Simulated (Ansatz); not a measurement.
# Cl-CC-Cl chair monolayer in a perpendicular field, part 2 of 4

What dipole does a perpendicular field induce in the Cl-CC-Cl chair monolayer, and does the gap follow? A positive field points along +c.

Ansatz 0.2.0; plane-wave DFT, PBEsol-D3(BJ), Ansatz PAW (the session's first sound run).

So far. Step 2 (Relaxing the slab): The lattice constant a goes from 2.508 to 2.860 Å.

In doubt: Bader basins on short bonds can need a finer grid (steps 3, 8), which would bear on Bader charges.

## (3) Atoms held, field 0

A sawtooth potential applies the field, turning back in the middle of the vacuum. With the dipole correction the typed value is the field outside the slab. The induced dipole is small, so the SCF threshold is tight.

The cell differs from the one that the last finished run ended in (c 31.933 → 21.986 Å).

Input file input.yaml:

```yaml
crystal:
  lattice:
    - [2.8597829194, 0.0, 0.0]
    - [-1.4298914597, 2.4766446576, 0.0]
    - [0.0, 0.0, 21.9858043131]
  atoms:
    - { symbol: Cl, position: [0.6666666667, 0.3333333333, 0.4093550489] }
    - { symbol: C, position: [0.6666666667, 0.3333333333, 0.4886703482] }
    - { symbol: C, position: [0.3333333333, 0.6666666667, 0.5113296518] }
    - { symbol: Cl, position: [0.3333333333, 0.6666666667, 0.5906449511] }
kpoints:
  mp_grid: { grid: [24, 24, 1] }
  band_path:
    path: [[0, 0, 0], [0.5, 0, 0], [0.33333333, 0.33333333, 0], [0, 0, 0]]
    npoints: 16
hamiltonian:
  xc: pbesol
  dispersion: d3bj
scf:
  occupations: { method: fermi_dirac, width: 0.05 }
  convergence: { dr2_threshold: 1.0e-10 }
efield:
  axis: 3
  dipole_correction: true
  ramp_position: 0.97
  ramp_width: 0.06
  amplitude: 0
output:
  dos: { projected: true, e_range: [-6, 5] }
  bader: true
  write_potential: true
  write_density: true
  volumetric_format: npy
  elf: true
```

Started as:

```console
ansatz run input.yaml --threads 2 --pin off --max-ram 3072MiB --backend cpu --events-out ev --progress --plain --runs-dir out
```

Numbers of over 12 decimals in the logs are rounded to 6 here.

Output:

```text
[...]
Crystal: 4 atoms, lattice volume = 155.718 Å³
Basis set: ecut = 420 eV, 3085 PW (Γ)
Bands: 15, of which v1, the nominal top of the filled ones, is band 11 counted from 1 (10 counted from 0)
Symmetry: 6 space group operations
k-points: 61 of 576 (time reversal used)
[...]
SCF iter   1: F=—  HF=-2612.864031 eV  |F-HF|=—  |Δ(HF+E_count)|=         —  Δρ=3.66e-3  dr2=5.61e-2  ethr=1.77e-3  p=0.000 e·Å  D=2.66e-14 V/Å  ΔV_dip=-0.00 eV  dr2_dipole=9.94e-9  V_vac-E_F(+/−)=3.64/3.64 eV  ⟨swp⟩=8.6  Hψ=6748  notcnv=0
efield: sawtooth ramp at fractional position 0.9700 (set: `efield.ramp_position`, or a place that a band, a saddle search or an elastic batch's reference lends), width 0.0600; the density the first Hamiltonian is built on has a dipole p = 0.000 e·Å; the dipole correction subtracts the counter field D = 2.66e-14 V/Å, which shifts the + side's vacuum level by -0.00 eV against the − side's; the planar-averaged density in the ramp window peaks in size at 1.7e-5 e/Å³
[...]
SCF iter   2: F=—  HF=-2612.857382 eV  |F-HF|=—  |Δ(HF+E_count)|=   6.65e-3  Δρ=3.14e-3  dr2=3.89e-2  ethr=2.55e-4  p=-0.000 e·Å  D=-7.60e-5 V/Å  ΔV_dip=0.00 eV  dr2_dipole=1.30e-7  V_vac-E_F(+/−)=3.03/3.02 eV  ⟨swp⟩=3.0  Hψ=2088  notcnv=0
[...]
SCF iter  11: F=-2612.851122 eV  HF=-2612.851122 eV  |F-HF|=4.55e-13  |Δ(HF+E_count)|=  1.52e-10  Δρ=1.71e-7  dr2=3.00e-11  ethr=1.00e-12  p=0.000 e·Å  D=3.09e-7 V/Å  ΔV_dip=-0.00 eV  dr2_dipole=5.48e-14  V_vac-E_F(+/−)=2.97/2.97 eV  ⟨swp⟩=2.3  Hψ=3097  notcnv=0
SCF 1 converged in 11 iterations: F = -2612.851122 eV  dr2 = 3.00e-11
[...]
NSCF: frozen V_eff on 49 k-points
efield: sawtooth ramp at fractional position 0.9700 (kept from the solve that this one continues, or follows in the run), width 0.0600; the density the first Hamiltonian is built on has a dipole p = 0.000 e·Å; the dipole correction subtracts the counter field D = 3.09e-7 V/Å, which shifts the + side's vacuum level by -0.00 eV against the − side's; the planar-averaged density in the ramp window peaks in size at 8.4e-7 e/Å³
WARN: The output density's exchange-correlation potential varies sharply where the density is thin. Do not read a vacuum level from v_tot or v_xc, or from such a field of the output density. On a cell that repeats whose density bears no net charge and no dipole along the vacuum's axis use v_es (v_loc + v_h of the components); under efield.dipole_correction with no amplitude use v_es + v_field, which holds any externa [...]
SCF converged after 11 iterations
Free energy (F): -2612.851122 eV
[...]
Internal energy: -2612.851122 eV  (E = F + TS)
E sigma→0 (E₀):  -2612.851122 eV
Entropy (-TS):   -0.000000 eV (-0.000 meV/atom)
Fermi energy:    0.998946 eV
Dipole field:    D = -0.000000 V/Å  (p = -0.000000 e·Å, saw-weighted, corrected)
Work function:   Φ+ = 2.9735 eV   Φ− = 2.9735 eV
Levels:          The Fermi level and band energies are counted from a zero that moves with the ramp; work functions are not
[...]
--- Band table (eV; the first three rows and the last of 61) ---
  k-point 0: bands = [... 7 lower, -0.9481, -0.9481, 0.3240, 0.3240, 1.6408, 2.2461, 3.1027, 4.0097]
  k-point 1: bands = [... 7 lower, -1.0779, -0.9660, 0.1847, 0.2956, 1.6910, 2.3615, 3.1363, 4.0007]
  k-point 2: bands = [... 7 lower, -1.4364, -1.0218, -0.2044, 0.2135, 1.8111, 2.6425, 3.2157, 4.0406]
  k-point 60: bands = [... 7 lower, -5.5331, -4.3547, -4.3547, -4.1238, 4.2940, 4.2940, 5.2346, 6.9081]
--- Bader charges: 4 sites ---
  site symbol  charge [e]  shift [e]
     0     Cl     -0.1559     0.0001
     1      C      0.1559     0.0001
     2      C      0.1560     0.0001
     3     Cl     -0.1559     0.0001
  estimated error of the sums over rays = 3.3e-4 e
```

Elapsed: 76 s, on 2 threads of Arm Neoverse N1, shared host; peak memory 0.44 GiB.

Reading the cycles: dr2 is the Hartree energy of the density residual (eV), the measure of convergence; HF is the Harris–Foulkes estimate of the energy, which meets the free energy F at convergence.

This step gave:

- dipole along the normal: -4.11e-8 e·Å
- gap along the path: 1.317 eV
- smallest direct gap along the path: 1.317 eV
- ionisation energy, upper face: 3.648 eV
- electron affinity, upper face: 2.332 eV
- gap, the smaller of path and mesh: 1.317 eV

Running mean over a fixed 2.8 Å (it still follows the layers) of the planar mean; the ramp of the sawtooth is left out. Table of electron's electrostatic potential energy less the Fermi level by z:

z (Å), electron's electrostatic potential energy less the Fermi level (eV) and a bar from the least value:
```
     2.93        3.0 ##############################
     3.37        3.0 ##############################
     3.81        3.0 ##############################
     4.25        3.0 ##############################
     4.69        3.0 ##############################
     5.13        3.0 ##############################
     5.57        3.0 ##############################
     6.01        3.0 ##############################
     6.45        2.9 ##############################
     6.89        2.5 #############################
     7.33        1.1 ##########################
     7.77       -1.3 ####################
     8.21       -3.2 ################
     8.65       -4.1 ##############
     9.09       -5.4 ###########
     9.53       -8.1 #####
     9.97      -10.3 
    10.41       -9.9 #
    10.85       -8.6 ####
    11.14       -8.6 ####
    11.58       -9.9 #
    12.02      -10.3 
    12.46       -8.1 #####
    12.90       -5.4 ###########
    13.34       -4.1 ##############
    13.78       -3.2 ################
    14.22       -1.3 ####################
    14.66        1.1 ##########################
    15.10        2.5 #############################
    15.54        2.9 ##############################
    15.98        3.0 ##############################
    16.42        3.0 ##############################
    16.86        3.0 ##############################
    17.30        3.0 ##############################
    17.74        3.0 ##############################
    18.17        3.0 ##############################
    18.61        3.0 ##############################
    19.05        3.0 ##############################
```

The density of states has structure finer than the step of the table below, so its rows give means over 0.25 eV, whole bins alone (the curve runs from -6 to 2.63 eV). Peaks (eV: height): -5.560: 2.67, -3.190: 2.23, -2.090: 2.28, 1.090: 1.56, 1.390: 1.77, 1.860: 2.10, 2.300: 2.56.

Table of density of states by energy, zero at the Fermi level of the run, which the smearing sets inside the gap; means over each step:

energy (eV), density of states (states/eV a cell) and a bar:
```
    -5.75       2.06 ############################
    -5.50       1.99 ###########################
    -5.25       1.43 ####################
    -5.00       1.24 #################
    -4.75       1.23 #################
    -4.50       1.18 ################
    -4.25       1.20 #################
    -4.00       1.23 #################
    -3.75       1.31 ##################
    -3.50       1.44 ####################
    -3.25       1.87 ##########################
    -3.00       1.64 #######################
    -2.75       1.50 #####################
    -2.50       1.49 #####################
    -2.25       1.64 #######################
    -2.00       1.69 #######################
    -1.75       0.85 ############
    -1.50       0.70 ##########
    -1.25       0.61 ########
    -1.00       0.54 #######
    -0.75       0.37 #####
    -0.50       0.00 
    -0.25       0.00 
     0.00       0.00 
     0.25       0.00 
     0.50       0.00 
     0.75       0.28 ####
     1.00       1.06 ###############
     1.25       1.31 ##################
     1.50       1.32 ##################
     1.75       1.62 ######################
     2.00       1.63 #######################
     2.25       2.17 ##############################
     2.50       1.99 ###########################
```

Projected DOS per atom over height of the atomic layer and energy from the Fermi level. Layers: Cl C C Cl from below.

Ten even steps from '0' (0.000 states/eV) to '9' (0.807 states/eV), each cell a mean:
```
3663
2662
1551
1551
1221
0000
0000
0000
1001
3003
3003
6006
9119
8008
9009
8008
7007
6006
6006
6006
8228
9339
```
Columns: height of the atomic layer (Å) from 9 to 13.0 (not evenly spaced); rows upwards: energy from the Fermi level (eV) from -5.96 to 2.59.

The electronic bands at the labelled points (eV, zero at the Fermi level of the run, which the smearing sets inside the gap):

```csv
point,band 8,band 9,band 10,band 11,band 12,band 13,band 14,band 15
Γ,-1.95,-1.95,-0.67,-0.67,0.64,1.25,2.10,3.01
halfway,-4.66,-3.95,-2.57,-1.43,1.35,1.77,2.81,4.47
M,-6.47,-6.23,-3.17,-2.07,0.94,2.76,2.97,4.97
halfway,-6.33,-6.15,-4.35,-3.43,2.82,3.00,3.30,4.84
K,-6.53,-5.35,-5.35,-5.12,3.30,3.30,4.24,5.91
halfway,-4.66,-4.65,-3.06,-2.29,2.04,2.44,3.12,4.11
Γ,-1.95,-1.95,-0.67,-0.67,0.64,1.25,2.10,3.01
```

Valence density in the ca plane at fractional y = 0.333, with atoms of Cl and C within 0.2 Å of it. It is the smooth field of the valence electrons, not physical close to the nuclei.

Ten even steps from '0' (0.0 e/Å³) to '9' (1.6 e/Å³), each cell a mean:
```
00000000000000000148853355311122100000000000
00000000000000000288896799510000000000000000
00000000000000000384398999510000000000000000
00000000000000000279996688410011000000000000
00000000000000000147742245311122100000000000
00000000000000000012211123211244210000000000
00000000000000000001100012222355310000000000
00000000000000000012221123211244210000000000
```
Columns run along c (16.0 Å, from fractional 0.09 to 0.81 of the cell), rows up along a (2.9 Å). Atoms in or near the plane, at fractional coordinates: Cl at (0.41, 0.67), C at (0.49, 0.67).

Electrostatic potential energy in the ca plane at fractional y = 0.333, with atoms of Cl and C within 0.2 Å of it. With pseudopotentials it is smooth inside the atoms' cores, unlike the true potential.

Values in eV, 5 rows by 16 columns, each cell a mean:
```
  4   4   4   4   4   4  -9 -30 -14 -15   1   2   4   4   4   4
  4   4   4   4   4   3 -21 -47 -33 -33   2   4   4   4   4   4
  4   4   4   4   4   4  -9 -30 -14 -15   1   2   4   4   4   4
  4   4   4   4   4   4   3   0   0  -4  -2  -6   3   4   4   4
  4   4   4   4   4   4   3   0   0  -4  -2  -6   3   4   4   4
```
Columns run along c (16.0 Å, from fractional 0.09 to 0.81 of the cell; values clipped at the 3rd and 97th percentile), rows up along a (2.9 Å). Atoms in or near the plane, at fractional coordinates: Cl at (0.41, 0.67), C at (0.49, 0.67).

ELF in the ca plane at fractional y = 0.333, with atoms of Cl and C within 0.2 Å of it. It is the smooth field of the valence electrons, not physical close to the nuclei.

Ten even steps from '0' (0.00) to '9' (0.90), each cell a mean:
```
00000000000000014799985578731356521000000000
00000000000000014898678745630011100000000000
00000000000000015885369712530000000000000000
00000000000000014898778756730122100000000000
00000000000000003799975478731467631000000000
00000000000000001256641257633699963000000000
00000000000000000011110136534799973100000000
00000000000000001367752257633699862000000000
```
Columns run along c (16.0 Å, from fractional 0.09 to 0.81 of the cell), rows up along a (2.9 Å). Atoms in or near the plane, at fractional coordinates: Cl at (0.41, 0.67), C at (0.49, 0.67).

The gap is 1.32 eV, with the valence edge 3.65 eV and the conduction edge 2.33 eV under the upper vacuum level.

## (4) Single point, field 0.1 V/Å

input.yaml, as its differences from that of step 3:

```diff
@@ -26,6 +26,4 @@
   ramp_width: 0.06
-  amplitude: 0
+  amplitude: 0.1
 output:
-  dos: { projected: true, e_range: [-6, 5] }
-  bader: true
   write_potential: true
@@ -33,2 +31 @@
   volumetric_format: npy
-  elf: true
```

Output:

```text
[...]
Crystal: 4 atoms, lattice volume = 155.718 Å³
Basis set: ecut = 420 eV, 3085 PW (Γ)
Bands: 15, of which v1, the nominal top of the filled ones, is band 11 counted from 1 (10 counted from 0)
Symmetry: 6 space group operations
k-points: 61 of 576 (time reversal used)
[...]
--- Band table (eV; the first three rows and the last of 61) ---
  k-point 0: bands = [... 7 lower, -0.9485, -0.9485, 0.3240, 0.3240, 1.6372, 2.2421, 3.0823, 3.7949]
  k-point 1: bands = [... 7 lower, -1.0784, -0.9665, 0.1847, 0.2956, 1.6870, 2.3577, 3.1166, 3.8322]
  k-point 2: bands = [... 7 lower, -1.4368, -1.0223, -0.2044, 0.2135, 1.8068, 2.6389, 3.1995, 3.9249]
  k-point 60: bands = [... 7 lower, -5.5335, -4.3681, -4.3415, -4.1238, 4.2767, 4.3107, 5.2341, 6.9032]
[key lines of the parts left out:]
SCF converged after 13 iterations
Free energy (F): -2612.852191 eV
Fermi energy:    0.996996 eV
Dipole field:    D = 0.024836 V/Å  (p = 0.021373 e·Å, saw-weighted, corrected)
```

Wall time 45 s (2 threads); peak memory 0.42 GiB.

The dipole is 0.0214 e·Å, and the gap 1.313 eV.

## (5) Atoms held, field -0.1 V/Å

input.yaml, as its differences from that of step 4:

```diff
@@ -26,3 +26,3 @@
   ramp_width: 0.06
-  amplitude: 0.1
+  amplitude: -0.1
 output:
```

Output:

```text
[...]
Crystal: 4 atoms, lattice volume = 155.718 Å³
Basis set: ecut = 420 eV, 3085 PW (Γ)
Bands: 15, of which v1, the nominal top of the filled ones, is band 11 counted from 1 (10 counted from 0)
Symmetry: 6 space group operations
k-points: 61 of 576 (time reversal used)
[...]
--- Band table (eV; the first three rows and the last of 61) ---
  k-point 0: bands = [... 7 lower, -0.9485, -0.9485, 0.3240, 0.3240, 1.6372, 2.2421, 3.0823, 3.7949]
  k-point 1: bands = [... 7 lower, -1.0784, -0.9665, 0.1847, 0.2956, 1.6870, 2.3577, 3.1166, 3.8322]
  k-point 2: bands = [... 7 lower, -1.4368, -1.0223, -0.2044, 0.2135, 1.8068, 2.6389, 3.1995, 3.9249]
  k-point 60: bands = [... 7 lower, -5.5335, -4.3681, -4.3415, -4.1238, 4.2767, 4.3107, 5.2341, 6.9032]
[key lines of the parts left out:]
SCF converged after 13 iterations
Free energy (F): -2612.852191 eV
Fermi energy:    0.996996 eV
Dipole field:    D = -0.024836 V/Å  (p = -0.021373 e·Å, saw-weighted, corrected)
```

Wall time 37 s (2 threads); peak memory 0.42 GiB; 56 s of CPU time.

The dipole is -0.0214 e·Å, and the gap 1.313 eV.

## (6) Single point, field 0.2 V/Å

input.yaml, as its differences from that of step 5:

```diff
@@ -26,3 +26,3 @@
   ramp_width: 0.06
-  amplitude: -0.1
+  amplitude: 0.2
 output:
```

Output:

```text
[...]
Crystal: 4 atoms, lattice volume = 155.718 Å³
Basis set: ecut = 420 eV, 3085 PW (Γ)
Bands: 15, of which v1, the nominal top of the filled ones, is band 11 counted from 1 (10 counted from 0)
Symmetry: 6 space group operations
k-points: 61 of 576 (time reversal used)
[...]
--- Band table (eV; the first three rows and the last of 61) ---
  k-point 0: bands = [... 7 lower, -0.9499, -0.9499, 0.3240, 0.3240, 1.6257, 2.2294, 2.9875, 3.4545]
  k-point 1: bands = [... 7 lower, -1.0797, -0.9678, 0.1847, 0.2957, 1.6746, 2.3455, 3.0251, 3.4917]
  k-point 2: bands = [... 7 lower, -1.4382, -1.0237, -0.2044, 0.2136, 1.7931, 2.6265, 3.1242, 3.5886]
  k-point 60: bands = [... 7 lower, -5.5349, -4.3819, -4.3286, -4.1236, 4.2587, 4.3267, 5.2329, 6.8977]
[key lines of the parts left out:]
SCF converged after 13 iterations
Free energy (F): -2612.855397 eV
Fermi energy:    0.990846 eV
Dipole field:    D = 0.049677 V/Å  (p = 0.042749 e·Å, saw-weighted, corrected)
```

Elapsed: 29 s, on 2 threads; peak memory 0.42 GiB.

The dipole is 0.0427 e·Å, and the gap 1.302 eV.

## (7) Atoms held, field -0.2 V/Å

input.yaml, as its differences from that of step 6:

```diff
@@ -26,3 +26,3 @@
   ramp_width: 0.06
-  amplitude: 0.2
+  amplitude: -0.2
 output:
```

Output:

```text
[...]
Crystal: 4 atoms, lattice volume = 155.718 Å³
Basis set: ecut = 420 eV, 3085 PW (Γ)
Bands: 15, of which v1, the nominal top of the filled ones, is band 11 counted from 1 (10 counted from 0)
Symmetry: 6 space group operations
k-points: 61 of 576 (time reversal used)
[...]
--- Band table (eV; the first three rows and the last of 61) ---
  k-point 0: bands = [... 7 lower, -0.9499, -0.9499, 0.3240, 0.3240, 1.6257, 2.2294, 2.9875, 3.4545]
  k-point 1: bands = [... 7 lower, -1.0797, -0.9678, 0.1847, 0.2957, 1.6746, 2.3455, 3.0251, 3.4917]
  k-point 2: bands = [... 7 lower, -1.4382, -1.0237, -0.2044, 0.2136, 1.7931, 2.6265, 3.1242, 3.5886]
  k-point 60: bands = [... 7 lower, -5.5349, -4.3819, -4.3286, -4.1236, 4.2587, 4.3267, 5.2329, 6.8977]
[key lines of the parts left out:]
SCF converged after 14 iterations
Free energy (F): -2612.855397 eV
Fermi energy:    0.990846 eV
Dipole field:    D = -0.049686 V/Å  (p = -0.042757 e·Å, saw-weighted, corrected)
```

Run time: 30 s. Hardware: 2 threads; peak memory 0.42 GiB; 59 s of CPU time.

The dipole is -0.0428 e·Å, and the gap 1.302 eV.

## (8) Atoms held, field 0.35 V/Å

input.yaml, as its differences from that of step 7:

```diff
@@ -26,4 +26,6 @@
   ramp_width: 0.06
-  amplitude: -0.2
+  amplitude: 0.35
 output:
+  dos: { projected: true, e_range: [-6, 5] }
+  bader: true
   write_potential: true
@@ -31 +33,2 @@
   volumetric_format: npy
+  elf: true
```

Output:

```text
[...]
Crystal: 4 atoms, lattice volume = 155.718 Å³
Basis set: ecut = 420 eV, 3085 PW (Γ)
Bands: 15, of which v1, the nominal top of the filled ones, is band 11 counted from 1 (10 counted from 0)
Symmetry: 6 space group operations
k-points: 61 of 576 (time reversal used)
[...]
k-point 2: bands = [... 7 lower, -1.4420, -1.0274, -0.2043, 0.2137, 1.7493, 2.5498, 2.7709, 3.3314]
  k-point 60: bands = [... 7 lower, -5.5388, -4.4029, -4.3099, -4.1233, 4.2306, 4.3495, 5.2295, 6.8886]
--- Bader charges: 4 sites ---
  site symbol  charge [e]  shift [e]
     0     Cl     -0.1695     0.0000
     1      C      0.1554     0.0000
     2      C      0.1564     0.0002
     3     Cl     -0.1423     0.0002
  estimated error of the sums over rays = 3.2e-4 e
[key lines of the parts left out:]
SCF converged after 13 iterations
Free energy (F): -2612.864216 eV
Fermi energy:    0.970720 eV
Dipole field:    D = 0.086963 V/Å  (p = 0.074836 e·Å, saw-weighted, corrected)
```

It took 55 s on 2 threads; peak memory 0.43 GiB; 1.8 min of CPU time.

The dipole is 0.0748 e·Å, and the gap 1.264 eV.

[end of part 2 of 4]

[Logs are printed without paths, hosts, clocks, repeated set-up lines and the standing remarks that a program may print on its own settings, such as how far it seeks lower states.]

[Hosts, paths, dates, database ids (printed as entryN), source tags and the programs' standing remarks are cut or masked in the printed files.]

[Maps of the electrostatic potential energy from Ansatz leave out the sawtooth potential of an applied field or a dipole correction, so their vacuum need not be flat; planar profiles and work functions include it.]

[The density of states shown here was stored with 400 of the rows of the run's finer table, so its peaks can read low, often by over a quarter, or be missed, and its means over a window can be off by a tenth or more.]
